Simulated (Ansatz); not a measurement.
# linear Al chain under tension and compression, part 2 of 3

Does stretching change the magnetism or the channel count of the linear Al chain?

Ansatz 0.2.0; DFT LDA, plane waves, PAW; relaxation of a chain's period (the session's first sound run).

So far, conductance of the lead as this run defines it (G₀): step 3 (At a set period, period over the relaxed period 0.88 …) 2.00.

## 4. At a set period, period over the relaxed period 0.92, k-mesh 1×1×37

Level of this step: DFT LDA, plane waves, PAW; channels and complex bands of a perfect chain (Ansatz).

The period is set to 0.92 times the relaxed one: shorter bonds widen the bands.

The cell differs from the one that the last finished run ended in (c 2.103 → 2.198 Å).

The input, input.yaml:

```yaml
crystal:
  lattice:
    - [7.5, 0.0, 0.0]
    - [0.0, 7.5, 0.0]
    - [0.0, 0.0, 2.1983841209]
  atoms:
    - { symbol: Al, position: [0.5, 0.5, 0.0], spin: 0.5 }
magnetization:
  spin_polarized: true
kpoints:
  mp_grid: { grid: [1, 1, 37] }
scf:
  occupations: { method: fermi_dirac, width: 0.05 }
hamiltonian:
  xc: lda
output:
  transmission:
    e_range: [-2, 2]
    de: 0.035
    kmesh: [1, 1]
    reduced_basis: true
    leads: [[0, 0]]
  stress: true
```

Run with:

```
ansatz run input.yaml --threads 4 --pin off --max-ram 8192MiB --backend cpu --events-out ev --progress --plain --runs-dir out
```

Numbers of over 12 decimals in the logs are rounded to 6 here.

What it wrote:

```text
[...]
Crystal: 1 atoms, lattice volume = 123.659 Å³
Basis set: ecut = 420 eV, 2447 PW (Γ)
Bands: 6, of which v1, the nominal top of the filled ones, is band 2 counted from 1 (1 counted from 0)
Symmetry: 16 space group operations
[...]
k-points: 19 of 37
[...]
Starting moments: Σ|m| = 0.5 μB on 1 of 1 site
[...]
--- Transmission ---
  basis      : 497 plane waves across, 3 finite elements along
  points     : 1, standing for a mesh of 1 x 1
[...]
crystal 0  : Al1, at the sites [0, 0], period 2.1984 Å: whole cells are its period
[...]
filled         : 7.8 meV over the level at which it is neutral
    channels       : 2.000000e0 up, 2.000000e0 down
[...]
[key lines of the parts left out:]
SCF converged after 14 iterations
Magnetization: -0.0000 μB (1.5000 up, 1.5000 down)
Free energy (F): -510.480752 eV
Fermi energy:    -2.745270 eV
P = ⅓ Tr σ = 2.5638 GPa (25.638 kbar)
```

Elapsed: 11 s, on 4 threads of Arm Neoverse V2, shared host; peak memory 0.35 GiB.

At the computed energy nearest the Fermi level there are 2 spin-up and 2 spin-down channels, and the thermal average gives 2.00 G₀.

## 5. At a set period, period over the relaxed period 0.96, k-mesh 1×1×35

The period is set to 0.96 times the relaxed one: shorter bonds widen the bands.

The cell differs from the one that the last finished run ended in (c 2.198 → 2.294 Å).

input.yaml: that of step 4 with these lines changed.

```diff
@@ -4,3 +4,3 @@
     - [0.0, 7.5, 0.0]
-    - [0.0, 0.0, 2.1983841209]
+    - [0.0, 0.0, 2.2939660392]
   atoms:
@@ -10,3 +10,3 @@
 kpoints:
-  mp_grid: { grid: [1, 1, 37] }
+  mp_grid: { grid: [1, 1, 35] }
 scf:
```

What it wrote:

```text
[...]
Crystal: 1 atoms, lattice volume = 129.036 Å³
Basis set: ecut = 420 eV, 2511 PW (Γ)
Bands: 6, of which v1, the nominal top of the filled ones, is band 2 counted from 1 (1 counted from 0)
Symmetry: 16 space group operations
[...]
k-points: 18 of 35
[...]
Starting moments: Σ|m| = 0.5 μB on 1 of 1 site
[...]
--- Transmission ---
  basis      : 497 plane waves across, 3 finite elements along
  points     : 1, standing for a mesh of 1 x 1
[...]
crystal 0  : Al1, at the sites [0, 0], period 2.2940 Å: whole cells are its period
[...]
filled         : 2.9 meV over the level at which it is neutral
    channels       : 2.000000e0 up, 2.000000e0 down
[...]
[key lines of the parts left out:]
SCF converged after 14 iterations
Magnetization: -0.0000 μB (1.5000 up, 1.5000 down)
Free energy (F): -510.650903 eV
Fermi energy:    -2.701079 eV
P = ⅓ Tr σ = 1.1606 GPa (11.606 kbar)
```

Wall time 11 s (4 threads); peak memory 0.35 GiB; 34 s of CPU time.

At the computed energy nearest the Fermi level there are 2 spin-up and 2 spin-down channels, and the thermal average gives 2.00 G₀.

## 6. At a set period, period over the relaxed period 1, k-mesh 1×1×34

The period is set to 1.0 times the relaxed one, as the point of reference.

input.yaml: that of step 5 with these lines changed.

```diff
@@ -4,3 +4,3 @@
     - [0.0, 7.5, 0.0]
-    - [0.0, 0.0, 2.2939660392]
+    - [0.0, 0.0, 2.3895479575]
   atoms:
@@ -10,3 +10,3 @@
 kpoints:
-  mp_grid: { grid: [1, 1, 35] }
+  mp_grid: { grid: [1, 1, 34] }
 scf:
```

What it wrote:

```text
[...]
Crystal: 1 atoms, lattice volume = 134.412 Å³
Basis set: ecut = 420 eV, 2615 PW (Γ)
Bands: 6, of which v1, the nominal top of the filled ones, is band 2 counted from 1 (1 counted from 0)
Symmetry: 16 space group operations
[...]
k-points: 18 of 34
[...]
Starting moments: Σ|m| = 0.5 μB on 1 of 1 site
[...]
--- Transmission ---
  basis      : 497 plane waves across, 3 finite elements along
  points     : 1, standing for a mesh of 1 x 1
[...]
crystal 0  : Al1, at the sites [0, 0], period 2.3895 Å: whole cells are its period
[...]
filled         : 2.0 meV over the level at which it is neutral
    channels       : 2.000000e0 up, 2.000000e0 down
[...]
[key lines of the parts left out:]
SCF converged after 14 iterations
Magnetization: -0.0000 μB (1.5000 up, 1.5000 down)
Free energy (F): -510.699922 eV
Fermi energy:    -2.659698 eV
P = ⅓ Tr σ = 0.1470 GPa (1.470 kbar)
```

It took 11 s on 4 threads; peak memory 0.35 GiB.

The open channels of the lead by energy, zero at the Fermi level:

| energy (eV) | spin up | spin down |
| --- | --- | --- |
| -2.000 | 1 | 1 |
| -1.790 | 1 | 1 |
| -1.615 | 1 | 1 |
| -1.405 | 1 | 1 |
| -1.195 | 0 | 0 |
| -0.985 | 0 | 0 |
| -0.810 | 0 | 0 |
| -0.600 | 0 | 0 |
| -0.390 | 0 | 0 |
| -0.215 | 2 | 2 |
| -0.005 | 2 | 2 |
| 0.205 | 2 | 2 |
| 0.415 | 2 | 2 |
| 0.590 | 2 | 2 |
| 0.800 | 2 | 2 |
| 1.010 | 3 | 3 |
| 1.185 | 3 | 3 |
| 1.395 | 3 | 3 |
| 1.605 | 3 | 3 |
| 1.815 | 3 | 3 |

At the computed energy nearest the Fermi level there are 2 spin-up and 2 spin-down channels, and the thermal average gives 2.00 G₀.

## 7. The chain at a fixed length, period over the relaxed period 1.04, k-mesh 1×1×33

The period is set to 1.04 times the relaxed one: longer bonds narrow the bands.

The cell differs from the one that the last finished run ended in (c 2.390 → 2.485 Å).

input.yaml: that of step 6 with these lines changed.

```diff
@@ -4,3 +4,3 @@
     - [0.0, 7.5, 0.0]
-    - [0.0, 0.0, 2.3895479575]
+    - [0.0, 0.0, 2.4851298758]
   atoms:
@@ -10,3 +10,3 @@
 kpoints:
-  mp_grid: { grid: [1, 1, 34] }
+  mp_grid: { grid: [1, 1, 33] }
 scf:
```

What it wrote:

```text
[...]
Crystal: 1 atoms, lattice volume = 139.789 Å³
Basis set: ecut = 420 eV, 2729 PW (Γ)
Bands: 6, of which v1, the nominal top of the filled ones, is band 2 counted from 1 (1 counted from 0)
Symmetry: 16 space group operations
[...]
k-points: 17 of 33
[...]
Starting moments: Σ|m| = 0.5 μB on 1 of 1 site
[...]
--- Transmission ---
  basis      : 497 plane waves across, 4 finite elements along
  points     : 1, standing for a mesh of 1 x 1
[...]
crystal 0  : Al1, at the sites [0, 0], period 2.4851 Å: whole cells are its period
[...]
filled         : 2.6 meV over the level at which it is neutral
    channels       : 2.000000e0 up, 2.000000e0 down
[...]
[key lines of the parts left out:]
SCF converged after 14 iterations
Magnetization: 0.0000 μB (1.5000 up, 1.5000 down)
Free energy (F): -510.663060 eV
Fermi energy:    -2.622220 eV
P = ⅓ Tr σ = -0.5560 GPa (-5.560 kbar)
```

Wall time 14 s (4 threads); peak memory 0.4 GiB; 46 s of CPU time.

At the computed energy nearest the Fermi level there are 2 spin-up and 2 spin-down channels, and the thermal average gives 2.00 G₀. The change of length costs 0.038 eV a cell and leaves no moment.

## 8. At a set period, period over the relaxed period 1.08, k-mesh 1×1×31

The period is set to 1.08 times the relaxed one: longer bonds narrow the bands.

The cell differs from the one that the last finished run ended in (c 2.485 → 2.581 Å).

input.yaml: that of step 7 with these lines changed.

```diff
@@ -4,3 +4,3 @@
     - [0.0, 7.5, 0.0]
-    - [0.0, 0.0, 2.4851298758]
+    - [0.0, 0.0, 2.5807117941]
   atoms:
@@ -10,3 +10,3 @@
 kpoints:
-  mp_grid: { grid: [1, 1, 33] }
+  mp_grid: { grid: [1, 1, 31] }
 scf:
```

What it wrote:

```text
[...]
Crystal: 1 atoms, lattice volume = 145.165 Å³
Basis set: ecut = 420 eV, 2857 PW (Γ)
Bands: 6, of which v1, the nominal top of the filled ones, is band 2 counted from 1 (1 counted from 0)
Symmetry: 16 space group operations
[...]
k-points: 16 of 31
[...]
Starting moments: Σ|m| = 0.5 μB on 1 of 1 site
[...]
--- Transmission ---
  basis      : 497 plane waves across, 4 finite elements along
  points     : 1, standing for a mesh of 1 x 1
[...]
crystal 0  : Al1, at the sites [0, 0], period 2.5807 Å: whole cells are its period
[...]
filled         : 1.3 meV under the level at which it is neutral
    channels       : 3.000000e0 up, 3.000000e0 down
[...]
[key lines of the parts left out:]
SCF converged after 12 iterations
Magnetization: 0.0000 μB (1.5000 up, 1.5000 down)
Free energy (F): -510.593656 eV
Fermi energy:    -2.567591 eV
P = ⅓ Tr σ = -0.3961 GPa (-3.961 kbar)
```

The job ended after 12 s (4 threads; peak memory 0.39 GiB).

At the computed energy nearest the Fermi level there are 3 spin-up and 3 spin-down channels, and the thermal average gives 3.00 G₀. The change of length costs 0.109 eV a cell and leaves no moment.

For the conductance of the lead as this run defines it, step 3 gave 2.00 G₀; this run, with period over the relaxed period 1.08 and k-mesh 1×1×31, gives 3.00 G₀ (+50 %).

## 9. The chain at a fixed length, period over the relaxed period 1.13, k-mesh 1×1×30

The period is set to 1.13 times the relaxed one: longer bonds narrow the bands.

The cell differs from the one that the last finished run ended in (c 2.581 → 2.700 Å).

input.yaml: that of step 8 with these lines changed.

```diff
@@ -4,3 +4,3 @@
     - [0.0, 7.5, 0.0]
-    - [0.0, 0.0, 2.5807117941]
+    - [0.0, 0.0, 2.700189192]
   atoms:
@@ -10,3 +10,3 @@
 kpoints:
-  mp_grid: { grid: [1, 1, 31] }
+  mp_grid: { grid: [1, 1, 30] }
 scf:
```

What it wrote:

```text
[...]
Crystal: 1 atoms, lattice volume = 151.886 Å³
Basis set: ecut = 420 eV, 3017 PW (Γ)
Bands: 6, of which v1, the nominal top of the filled ones, is band 2 counted from 1 (1 counted from 0)
Symmetry: 16 space group operations
[...]
k-points: 16 of 30
[...]
Starting moments: Σ|m| = 0.5 μB on 1 of 1 site
[...]
--- Transmission ---
  basis      : 497 plane waves across, 4 finite elements along
  points     : 1, standing for a mesh of 1 x 1
[...]
crystal 0  : Al1, at the sites [0, 0], period 2.7002 Å: whole cells are its period
[...]
filled         : 12.6 meV over the level at which it is neutral
    channels       : 3.000000e0 up, 3.000000e0 down
[...]
[key lines of the parts left out:]
SCF converged after 13 iterations
Magnetization: 0.0000 μB (1.5000 up, 1.5000 down)
Free energy (F): -510.523892 eV
Fermi energy:    -2.495949 eV
P = ⅓ Tr σ = -0.5107 GPa (-5.107 kbar)
```

Run time: 12 s. Hardware: 4 threads; peak memory 0.39 GiB.

Open channels of the lead against energy, zero at the Fermi level:

| energy (eV) | spin up | spin down |
| --- | --- | --- |
| -2.00 | 1 | 1 |
| -1.90 | 1 | 1 |
| -1.79 | 1 | 1 |
| -1.69 | 1 | 1 |
| -1.58 | 1 | 1 |
| -1.48 | 1 | 1 |
| -1.37 | 1 | 1 |
| -1.23 | 0 | 0 |
| -1.12 | 0 | 0 |
| -1.02 | 0 | 0 |
| -0.92 | 0 | 0 |
| -0.81 | 1 | 1 |
| -0.70 | 1 | 1 |
| -0.60 | 1 | 1 |
| -0.49 | 1 | 1 |
| -0.39 | 1 | 1 |
| -0.28 | 1 | 1 |
| -0.18 | 3 | 3 |
| -0.07 | 3 | 3 |
| -0.01 | 3 | 3 |
| 0.07 | 3 | 3 |
| 0.17 | 3 | 3 |
| 0.28 | 3 | 3 |
| 0.38 | 3 | 3 |
| 0.48 | 3 | 3 |
| 0.59 | 3 | 3 |
| 0.69 | 3 | 3 |
| 0.80 | 3 | 3 |
| 0.91 | 3 | 3 |
| 1.01 | 3 | 3 |
| 1.11 | 3 | 3 |
| 1.22 | 3 | 3 |
| 1.36 | 3 | 3 |
| 1.47 | 3 | 3 |
| 1.57 | 3 | 3 |
| 1.68 | 3 | 3 |
| 1.78 | 3 | 3 |
| 1.89 | 3 | 3 |
| 1.99 | 3 | 3 |

At the computed energy nearest the Fermi level there are 3 spin-up and 3 spin-down channels, and the thermal average gives 3.00 G₀. The change of length costs 0.180 eV a cell and leaves no moment.

## 10. At a set period, period over the relaxed period 1.2, k-mesh 1×1×28

The period is set to 1.2 times the relaxed one: longer bonds narrow the bands.

The cell differs from the one that the last finished run ended in (c 2.700 → 2.867 Å).

input.yaml: that of step 9 with these lines changed.

```diff
@@ -4,3 +4,3 @@
     - [0.0, 7.5, 0.0]
-    - [0.0, 0.0, 2.700189192]
+    - [0.0, 0.0, 2.867457549]
   atoms:
@@ -10,3 +10,3 @@
 kpoints:
-  mp_grid: { grid: [1, 1, 30] }
+  mp_grid: { grid: [1, 1, 28] }
 scf:
```

What it wrote:

```text
[...]
Crystal: 1 atoms, lattice volume = 161.294 Å³
Basis set: ecut = 420 eV, 3145 PW (Γ)
Bands: 6, of which v1, the nominal top of the filled ones, is band 2 counted from 1 (1 counted from 0)
Symmetry: 16 space group operations
[...]
k-points: 15 of 28
[...]
Starting moments: Σ|m| = 0.5 μB on 1 of 1 site
[...]
--- Transmission ---
  basis      : 497 plane waves across, 4 finite elements along
  points     : 1, standing for a mesh of 1 x 1
[...]
crystal 0  : Al1, at the sites [0, 0], period 2.8675 Å: whole cells are its period
[...]
filled         : 7.4 meV under the level at which it is neutral
    channels       : 3.000000e0 up, 1.000000e0 down
[...]
[key lines of the parts left out:]
SCF converged after 10 iterations
Magnetization: 0.6703 μB (1.8352 up, 1.1648 down)
Free energy (F): -510.420357 eV
Fermi energy:    -2.298506 eV
P = ⅓ Tr σ = -0.5589 GPa (-5.589 kbar)
```

Elapsed: 9.7 s, on 4 threads; peak memory 0.36 GiB; 33 s of CPU time.

At the computed energy nearest the Fermi level there are 3 spin-up and 1 spin-down channels, and the thermal average gives 2.06 G₀. The change of length costs 0.281 eV a cell and leaves an absolute moment of 0.67 μB a cell.

Between step 3 and this run (period over the relaxed period 1.2 and k-mesh 1×1×28) the value for the conductance of the lead as this run defines it moves from 2.00 G₀ to 2.06 G₀ (+3 %).

## 11. At a set period, period over the relaxed period 1.3, k-mesh 1×1×26

The period is set to 1.3 times the relaxed one: longer bonds narrow the bands.

The cell differs from the one that the last finished run ended in (c 2.867 → 3.106 Å).

input.yaml: that of step 10 with these lines changed.

```diff
@@ -4,3 +4,3 @@
     - [0.0, 7.5, 0.0]
-    - [0.0, 0.0, 2.867457549]
+    - [0.0, 0.0, 3.1064123448]
   atoms:
@@ -10,3 +10,3 @@
 kpoints:
-  mp_grid: { grid: [1, 1, 28] }
+  mp_grid: { grid: [1, 1, 26] }
 scf:
```

What it wrote:

```text
[...]
Crystal: 1 atoms, lattice volume = 174.736 Å³
Basis set: ecut = 420 eV, 3427 PW (Γ)
Bands: 6, of which v1, the nominal top of the filled ones, is band 2 counted from 1 (1 counted from 0)
Symmetry: 16 space group operations
[...]
k-points: 14 of 26
[...]
Starting moments: Σ|m| = 0.5 μB on 1 of 1 site
[...]
--- Transmission ---
  basis      : 497 plane waves across, 4 finite elements along
  points     : 1, standing for a mesh of 1 x 1
[...]
crystal 0  : Al1, at the sites [0, 0], period 3.1064 Å: whole cells are its period
[...]
filled         : 1.0 meV under the level at which it is neutral
    channels       : 3.000000e0 up, 1.000000e0 down
[...]
[key lines of the parts left out:]
SCF converged after 9 iterations
Magnetization: 0.6006 μB (1.8003 up, 1.1997 down)
Free energy (F): -510.254679 eV
Fermi energy:    -2.241905 eV
P = ⅓ Tr σ = -0.6395 GPa (-6.395 kbar)
```

Elapsed: 10 s, on 4 threads; peak memory 0.37 GiB.

[end of part 2 of 3]

[Logs are printed without paths, hosts, clocks, repeated set-up lines and the standing remarks that a program may print on its own settings, such as how far it seeks lower states.]

[Hosts, paths, dates, database ids (printed as entryN), source tags and the programs' standing remarks are cut or masked in the printed files.]
